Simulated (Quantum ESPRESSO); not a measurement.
# Core-hole calculation of the In K edge in Sc3InB (Pm-3m), part 2 of 3

What does one-electron theory with a core hole give for the In K edge of Sc3InB (Pm-3m)?

Quantum ESPRESSO 7.5; X-ray absorption near-edge structure, plane-wave PAW PBEsol, one-electron final states by a Lanczos continued fraction.

So far. Step 2 (Ground state of the crystal): The mesh shows no gap, so the system is treated as a metal and the core electron is put at the Fermi level (neutral cell). Step 3 (Spectrum without a core hole, In atom 1): Main maxima below 30 eV (height): 12.7 eV (1.26) and 27.6 eV (1.38). A K edge sees empty p states on the absorber.

### Step 6. Supercell with XCH, In atom 1

Level of this step: plane-wave PAW DFT, PBEsol, scalar-relativistic, self-consistent field (Quantum ESPRESSO).

The holes are 6.4 Å apart. The excited electron is kept in the cell, where it fills the lowest empty states and screens the hole.

scf.in

```
&control
   calculation='scf', prefix='x', pseudo_dir='../pp', outdir='tmp', tprnfor=.true.
/
&system
   ibrav=0, nat=10, ntyp=4, nbnd=61
   ecutwfc=50, ecutrho=450
   occupations='smearing', smearing='mv', degauss=0.015
/
&electrons
   conv_thr=1.0e-07, electron_maxstep=120
   mixing_beta=0.5
/
ATOMIC_SPECIES
In0 1.0 In.pbesol-dn-kjpaw-1sch.UPF
In 1.0 In.pbesol-dn-kjpaw.UPF
Sc 1.0 Sc.pbesol-spn-kjpaw.UPF
B 1.0 B.pbesol-n-kjpaw.UPF
CELL_PARAMETERS angstrom
  4.56000000 0.00000000 4.56000000
  0.00000000 4.56000000 4.56000000
  -4.56000000 0.00000000 4.56000000
ATOMIC_POSITIONS crystal
In0  0.00000000 0.00000000 0.00000000
In   0.50000000 0.00000000 0.50000000
Sc   0.00000000 0.50000000 0.50000000
Sc   0.50000000 0.50000000 0.00000000
Sc   0.50000000 0.00000000 0.00000000
Sc   0.00000000 0.00000000 0.50000000
Sc   0.00000000 0.50000000 0.00000000
Sc   0.50000000 0.50000000 0.50000000
B    0.25000000 0.50000000 0.75000000
B    0.75000000 0.50000000 0.25000000
K_POINTS automatic
6 6 6 0 0 0
```

Launch:

```
> OMP_NUM_THREADS=1 mpirun --oversubscribe --bind-to none -np 4 pw.x -nk 4 -in scf.in > scf.out
```

The log of the run:

```text
     [... banner and references ...]
[banner, memory and clock lines left out]
using ibrav=0 with symmetry is DISCOURAGED, use correct ibrav instead

     G-vector sticks info

     bravais-lattice index     =            0
     lattice parameter (alat)  =      12.1865  a.u.
     unit-cell volume          =    1279.7382 (a.u.)^3
     number of atoms/cell      =           10
     number of atomic types    =            4
     number of electrons       =        99.00
     number of Kohn-Sham states=           61
     kinetic-energy cutoff     =      50.0000  Ry
     charge density cutoff     =     450.0000  Ry
     scf convergence threshold =      1.0E-07
     mixing beta               =       0.5000
     number of iterations used =            8  plain     mixing
     Exchange-correlation= SLA  PW   PSX  PSC
                           (   1   4  10   8   0   0   0)

     celldm(1)=  12.186492  celldm(2)=   0.000000  celldm(3)=   0.000000
     celldm(4)=   0.000000  celldm(5)=   0.000000  celldm(6)=   0.000000

     crystal axes: (cart. coord. in units of alat)
               a(1) = (   0.707107   0.000000   0.707107 )
               a(2) = (   0.000000   0.707107   0.707107 )
               a(3) = (  -0.707107   0.000000   0.707107 )

     reciprocal axes: (cart. coord. in units 2 pi/alat)
               b(1) = (  0.707107 -0.707107  0.707107 )
               b(2) = (  0.000000  1.414214 -0.000000 )
               b(3) = ( -0.707107 -0.707107  0.707107 )

     PseudoPot. #1 for In:     Pseudo is Projector augmented-wave + core cor, Zval = 14.0

     PseudoPot. #2 for In:     Pseudo is Projector augmented-wave + core cor, Zval = 13.0

[...]
End of self-consistent calculation

          k = 0.0000 0.0000 0.0000 (  7727 PWs)   bands (ev):

   -38.1010 -38.0503 -38.0503 -38.0503 -38.0254 -38.0254 -17.0203 -17.0173
   -17.0173 -17.0173 -16.9756 -16.9756 -16.9756 -16.8417 -16.8417 -16.8417
   -16.7313 -16.7313 -16.7313 -16.5989 -16.5989 -16.5989 -16.5275 -16.5275
   -10.0263 -10.0263 -10.0263 -10.0157 -10.0157  -2.7731  -2.7731  -2.7731
    -2.7539  -2.7539   2.4993   4.3942   5.5858   6.2303   7.7922   7.7922
     7.7922   9.1449   9.1449   9.1449  10.2782  10.2782  10.2782  10.2921
    10.2921  10.7320  10.7320  10.7320  12.3278  12.3278  12.3278  12.4492
    12.4492  12.4492  13.6131  13.6131  13.6131

     [... bands of 15 further k-points ...]

     the Fermi energy is    10.4202 ev

!    total energy              =   -1754.16575716 Ry
     total all-electron energy =    -30714.296207 Ry
     estimated scf accuracy    <       0.00000003 Ry
     smearing contrib. (-TS)   =       0.00672909 Ry
     internal energy E=F+TS    =   -1754.17248625 Ry

     The total energy is F=E-TS. E is the sum of the following terms:
     one-electron contribution =    -266.16562469 Ry
     hartree contribution      =     182.96536172 Ry
     xc contribution           =    -204.04355163 Ry
     ewald contribution        =    -603.19186862 Ry
     one-center paw contrib.   =    -863.73680304 Ry

     convergence has been achieved in  28 iterations

     Forces acting on atoms (cartesian axes, Ry/au):

     atom    1 type  1   force =    -0.00000000    0.00000000    0.00000000
     atom    2 type  2   force =     0.00000000    0.00000000   -0.00000000
     atom    3 type  3   force =     0.00000000   -0.00000000    0.00000000
[...]
atom    9 type  4   force =    -0.00000000   -0.00000000    0.00000000
     atom   10 type  4   force =     0.00000000   -0.00000000   -0.00000000

     Total force =     0.000000     Total SCF correction =     0.000000

     XML data file, charge density, pseudopotentials, collected wavefunctions
```

Wall time 2.1 min (4 MPI ranks of Intel Xeon 6975P-C (Granite Rapids), shared host); peak memory 0.38 GiB.

Energy with the hole: -417889.289 eV, cores included.

### Step 7. Spectrum with XCH, In atom 1

The Lanczos recursion gives the spectrum without computing empty bands; each polarisation needs a run of its own on the full k mesh. xe0 is set between filled and empty states, and states below it are cut, here at the Fermi level, which holds the excited electron. The file of filecore holds the core orbital, taken from the hole-free data set.

xspectra.in

```
&input_xspectra
   calculation='xanes_dipole', edge='K'
   prefix='x', outdir='tmp', xiabs=1, xe0=10.4202
   xonly_plot=.false., x_save_file='xanes.sav'
   xniter=3000, xcheck_conv=20, xerror=0.005
   xcoordcrys=.false., xepsilon(1)=1, xepsilon(2)=0, xepsilon(3)=0
/
&plot
   xnepoint=501, xemin=-10, xemax=70, terminator=.true., cut_occ_states=.true.
   xgamma=0.4
/
&pseudos
   filecore='../In.wfc'
/
&cut_occ
   cut_desmooth=0.1, cut_stepl=0.05, cut_stepu=0.05, cut_ierror=1e-5
/
5 5 5 0 0 0
```

Launch:

```
> OMP_NUM_THREADS=1 mpirun --oversubscribe --bind-to none -np 4 xspectra.x -nk 4 -in xspectra.in > xspectra.out
```

The log of the run:

```text
     [... banner and references ...]
Reading input_file

     calculation: xanes_dipole

     xepsilon  [cartesian coordinates]:   1.000000   0.000000   0.000000

     xonly_plot: FALSE
        => complete calculation: Lanczos + spectrum plot

     filecore (core-wavefunction file): ../In.wfc

     main plot parameters:
        cut_occ_states: TRUE
        gamma_mode:  constant
        -> using xgamma [eV]:  0.40
        xemin [eV]: -10.00
        xemax [eV]:  70.00
        xnepoint:  501
        xe0 [eV]:  10.420200 (energy zero read in input file)

     WARNING: variable ef_r is obsolete

                      Reading SCF save directory: x.save

     tmp/x.save/

     Exchange-correlation= PBESOL
                           (   1   4  10   8   0   0   0)

     G-vector sticks info

                           Getting the Fermi energy

     From SCF save directory:
        ehomo [eV]:   10.7320 (highest occupied level)
        elumo [eV]:   10.7885 (lowest occupied level)
        ef    [eV]:   10.7320

     -> ef (in eV) will be written in x_save_file

                           Energy zero of the spectrum

     -> ef will NOT be used as energy zero of the spectrum
       (because xe0 read in input file)

     G-vector sticks info

     bravais-lattice index     =            0
     lattice parameter (alat)  =      12.1865  a.u.
     unit-cell volume          =    1279.7382 (a.u.)^3
     number of atoms/cell      =           10
     number of atomic types    =            4
     number of electrons       =        99.00
     number of Kohn-Sham states=           61
     kinetic-energy cutoff     =      50.0000  Ry
     charge density cutoff     =     450.0000  Ry
     Exchange-correlation= PBESOL
                           (   1   4  10   8   0   0   0)

     celldm(1)=  12.186492  celldm(2)=   0.000000  celldm(3)=   0.000000
     celldm(4)=   0.000000  celldm(5)=   0.000000  celldm(6)=   0.000000

     crystal axes: (cart. coord. in units of alat)
               a(1) = (   0.707107   0.000000   0.707107 )
               a(2) = (   0.000000   0.707107   0.707107 )
               a(3) = (  -0.707107   0.000000   0.707107 )

     reciprocal axes: (cart. coord. in units 2 pi/alat)
               b(1) = (  0.707107 -0.707107  0.707107 )
               b(2) = (  0.000000  1.414214 -0.000000 )
               b(3) = ( -0.707107 -0.707107  0.707107 )

     PseudoPot. #1 for In:     Pseudo is Projector augmented-wave + core cor, Zval = 14.0

     PseudoPot. #2 for In:     Pseudo is Projector augmented-wave + core cor, Zval = 13.0

     PseudoPot. #3 for Sc:     Pseudo is Projector augmented-wave + core cor, Zval = 11.0

     ../pp/B.pbesol-n-kjpaw.UPF
     Pseudo is Projector augmented-wave + core cor, Zval =  3.0
     Shape of augmentation charge: PSQ
     Using radial grid of 1059 points,  4 beta functions with:
                l(1) =   0
                l(2) =   0
                l(3) =   1
                l(4) =   1
     Q(r) pseudized with 0 coefficients

     atomic species   valence    mass     pseudopotential
     In0              14.00     1.00000     In( 1.00)
     In               13.00     1.00000     In( 1.00)
     Sc               11.00     1.00000     Sc( 1.00)
     B                 3.00     1.00000     B ( 1.00)

     48 Sym. Ops., with inversion, found

   Cartesian axes

     site n.     atom                  positions (alat units)
         1        In0    tau(   1) = (   0.0000000   0.0000000   0.0000000  )
         2        In     tau(   2) = (   0.0000000   0.0000000   0.7071068  )
         3        Sc     tau(   3) = (  -0.3535534   0.3535534   0.7071068  )
         4        Sc     tau(   4) = (   0.3535534   0.3535534   0.7071068  )
         5        Sc     tau(   5) = (   0.3535534   0.0000000   0.3535534  )
         6        Sc     tau(   6) = (  -0.3535534   0.0000000   0.3535534  )
         7        Sc     tau(   7) = (   0.0000000   0.3535534   0.3535534  )
         8        Sc     tau(   8) = (   0.0000000   0.3535534   1.0606602  )
         9        B      tau(   9) = (  -0.3535534   0.3535534   1.0606602  )
        10        B      tau(  10) = (   0.3535534   0.3535534   1.0606602  )

     number of k points=   125  Marzari-Vanderbilt smearing, width (Ry)=  0.0150

     Number of k-points >= 100: set verbosity='high' to print them.

     Dense  grid:   206407 G-vectors     FFT dimensions: (  90,  90,  90)

     Smooth grid:    61239 G-vectors     FFT dimensions: (  60,  60,  60)

     The potential is recalculated from file :
     tmp/x.save/charge-density

     Starting wfcs are   86 atomic wfcs
     Checking if some PAW data can be deallocated...

               Reading core wavefunction file for the absorbing atom

     ../In.wfc successfully read

                              Attributing the PAW radii
                     for the absorbing atom [units: Bohr radius]

        PAW proj 1: r_paw(l= 0)= 3.00  (1.5*r_cut)
        PAW proj 2: r_paw(l= 0)= 3.00  (1.5*r_cut)
        PAW proj 3: r_paw(l= 1)= 3.75  (1.5*r_cut)
        PAW proj 4: r_paw(l= 1)= 3.75  (1.5*r_cut)
        PAW proj 5: r_paw(l= 2)= 2.55  (1.5*r_cut)
        PAW proj 6: r_paw(l= 2)= 2.55  (1.5*r_cut)

        NB: The calculation will not necessary use all these r_paw values.
            - For a edge in the electric-dipole approximation,
              only the r_paw(l=1) values are used.
            - For a K edge in the electric-quadrupole approximation,
              only the r_paw(l=2) values are used.

            - For a L2 or L3 edge in the electric-quadrupole approximation,

              all projectors (s, p and d) are used.

                          Starting XANES calculation
                     in the electric dipole approximation

     Method of calculation based on the Lanczos recursion algorithm
        - STEP 1: Construction of a kpoint-dependent Lanczos basis,
          in which the Hamiltonian is tridiagonal (each 'iter'
          corresponds to the calculation of one more Lanczos vector)
        - STEP 2: Calculation of the cross-section as a continued fraction
          averaged over the k-points.

     ... Begin STEP 1 ...

        Radial transition matrix element(s) used in the calculation of the
        initial vector of the Lanczos basis (|tilde{phi}_abs> normalized)
        | For PAW proj. (l=1) #1: radial matrix element =   0.001075649
        | For PAW proj. (l=1) #2: radial matrix element =   0.001532649

NB: the    32 k-point are not all listed below because npool=  4
        |-------------------------------------------------------------
        ! k-point #     1:  ( 0.0000,  0.0000,  0.0000),  0.0160,   1
        |-------------------------------------------------------------
 okvan= T
        |   Norm of the initial Lanczos vector: 0.18408506E-02
        |   Estimated error at iter     20:   1.01217376
        |   Estimated error at iter     40:   0.70864056
        |   Estimated error at iter     60:   0.34201082
        |   Estimated error at iter     80:   0.32390832
        |   Estimated error at iter    100:   0.07823783
[...]
!   => CONVERGED at iter    240 with error=  0.00083754
        |-------------------------------------------------------------
        ! k-point #     2:  (-0.1414, -0.1414,  0.1414),  0.0160,   1
        |-------------------------------------------------------------
 okvan= T
        |   Norm of the initial Lanczos vector: 0.18408506E-02
[...]
!   => CONVERGED at iter    620 with error=  0.00182959
        |-------------------------------------------------------------
     [... 29 further k-points ...]
        ! k-point #    32:  ( 0.0000,  0.0000,  0.2828),  0.0160,   1
        |-------------------------------------------------------------
 okvan= T
        |   Norm of the initial Lanczos vector: 0.18408506E-02
[...]
|   Estimated error at iter    400:   0.00570402
        |   Estimated error at iter    420:   0.01782263
        |   Estimated error at iter    440:   0.00869479
        !   => CONVERGED at iter    460 with error=  0.00208604

     Results of STEP 1 successfully written in x_save_file
     x_save_file name:
     ->  xanes.sav
     x_save_file version:  2

     ... End STEP 1 ...

     ... Begin STEP 2 ...

     The spectrum is calculated using the following parameters:
        xe0 [eV]:   10.4202
        the occupied states are elimintate from the spectrum
        xemin [eV]: -10.00
        xemax [eV]:  70.00
        xnepoint:  501
        constant broadening parameter [eV]:    0.400
        Core level energy [eV]: -0.2794E+05
         (from electron binding energy of neutral atoms in X-ray data booklet)

     Cross-section successfully written in xanes.dat

     ... End STEP 2 ...

                                END JOB XSpectra
```

It took 1.9 min on 4 MPI ranks; peak memory 0.3 GiB; 7.6 min of CPU time.

The In K spectrum, In atom 1, excited-electron core hole (neutral cell) (energy from the energy zero of the input (xe0, at the border of filled and empty states); intensity scaled to a mean of 1 over the first 20 eV; folded afterwards to Lorentzian half width 3.96 eV; the points at xe0, where the cut of filled states can leave a spike, are interpolated):

```tsv
E (eV)	intensity
-2.00	0.31
-1.25	0.35
-0.50	0.40
0.25	0.47
1.00	0.54
1.75	0.62
2.50	0.71
3.25	0.81
4.00	0.90
4.75	0.99
5.50	1.06
6.25	1.11
7.00	1.15
7.75	1.18
8.50	1.19
9.25	1.20
10.00	1.21
10.75	1.21
11.50	1.20
12.25	1.19
13.00	1.16
13.75	1.12
14.50	1.08
15.25	1.04
16.00	1.00
16.75	0.97
17.50	0.95
18.25	0.95
19.00	0.95
19.75	0.96
20.50	0.98
21.25	1.01
22.00	1.04
22.75	1.07
23.50	1.09
24.25	1.11
25.00	1.12
25.75	1.13
26.50	1.13
27.25	1.11
28.00	1.10
28.75	1.08
29.50	1.06
30.25	1.04
31.00	1.02
31.75	1.00
```

Main maxima below 30 eV (height): 10.5 eV (1.21) and 25.8 eV (1.13). 

(Continued in part 3 of 3.)

[Banner, clock and machine lines of the logs are left out without a mark of their own.]

[Logs are printed without paths, hosts, clocks, repeated set-up lines and the standing remarks that a program may print on its own settings, such as how far it seeks lower states.]

[Hosts, paths, dates, database ids (printed as entryN), source tags and the programs' standing remarks are cut or masked in the printed files.]

[Lists of maxima count a maximum above −3 eV only where it reaches 4 % of the highest in the window and stands out from its surroundings by 2 % of it (1.5 % where it reaches 55 %); shoulders and weaker maxima are passed over, and of the rest the first, up to two pre-edge ones and the few strongest are named.]
